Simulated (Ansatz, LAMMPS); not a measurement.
# Static equation of state of glassy 46SiO2-16Al2O3-16BaO-16Li2O-5Sc2O3 (mol %) (121 atoms)

Density of this cell: 3.25 g/cm³. The cell holds 121 atoms: 17 Si, 12 Al, 6 Ba, 12 Li, 4 Sc and 70 O. Its edges and angles: a = 11.645 Å, b = 11.607 Å, c = 11.424 Å, α = 87.9°, β = 87.3°, γ = 92.8°. The starting structure: 121 atoms (17 Si, 12 Al, 6 Ba, 12 Li, 4 Sc, 70 O) placed at random at 3.16 g/cm³, melted at 4000 K for 10 ps at fixed volume with the Morse and Coulomb pair potential with partial charges (Pedone, Malavasi, Menziani, Cormack and Segre, J. Phys. Chem. B 110, 11780 (2006)). Quenched from 4000 K to 300 K at 100 K/ps and fixed volume, held 10 ps at zero pressure, then minimised at fixed cell.

Calculated with Ansatz 0.2.0: Kohn-Sham DFT, r2SCAN, PAW (set soft_2), plane waves; cutoff 500 eV, Γ point, gaussian smearing of 0.05 eV. Cell and atoms were relaxed first, to V0 = 12.722 Å³ an atom at a residual P0 = -0.007 GPa. The cell was then scaled evenly, and the atoms were relaxed at each volume.

| volume (Å³/atom) | pressure (GPa) |
| --- | --- |
| 11.449 | 7.503 |
| 11.958 | ? |
| 12.340 | 2.258 |
| 13.103 | -1.771 |
| 13.485 | -3.186 |

**Question.** Fit the third-order Birch–Murnaghan equation to the rows given and interpolate to the withheld row.

Worked fit:

Take the Eulerian strain f = ½[(V0/V)^(2/3) − 1] and the normalised pressure F = (P − P0) / [3f(1 + 2f)^(5/2)]. The third-order Birch–Murnaghan equation is then the line F = B0 + (3/2)B0(B′ − 4) f, so u = f and v = F.

```
      u = f  v = F (GPa)
  0.0363829      57.7198
  0.0102568      69.9675
-0.00975624      63.3086
 -0.0190504      61.3088
```

With n = 4: mean u = 0.00445828, mean v = 63.0762, Σ(u − ū)² = 0.0018075, Σ(u − ū)(v − v̄) = -0.092799. Slope b = -0.092799 / 0.0018075 = -51.341; intercept a = v̄ − b ū = 63.305.

So B0 = a = 63.3 GPa and B′ = 4 + 2b/(3a) = 3.46. At the withheld volume f = 0.02106, F = a + b f = 62.22 GPa, and P = P0 + 3f(1 + 2f)^(5/2) F.

Prediction at 11.958: 4.351 GPa. The run gave 4.784 GPa, so the fit is low by 0.43 GPa (9.1 % of the value).

The series isn't one smooth equation of state: even a line fitted to all rows, the withheld one included, misses F by up to 10.6 %, the count of bonds changes along the series and an atom moves over 0.5 Å in some relaxation. B0 and B′ are then only the numbers of this fit, not moduli of the material. Among the rows given, the largest miss of the fit is at 11.449, by 0.48 GPa (4.5 % of the range of the table).

Limits: Static cells at zero temperature; the cell shape is held. The program notes that the SCF threshold of these relaxations is loose for the stress. The quench rate of 100 K/ps is many orders above laboratory rates, so the cell is likely richer in defects and strain than a real sample. The network of bonds at the start is that of the classical potential that made the cell, and needn't be the one that DFT or experiment would give. Only the Γ point is sampled, in a cell whose shortest periodic width is 11 Å.

[Logs are printed without paths, hosts, clocks, repeated set-up lines and the standing remarks that a program may print on its own settings, such as how far it seeks lower states.]

[Hosts, paths, dates, database ids (printed as entryN), source tags and the programs' standing remarks are cut or masked in the printed files.]
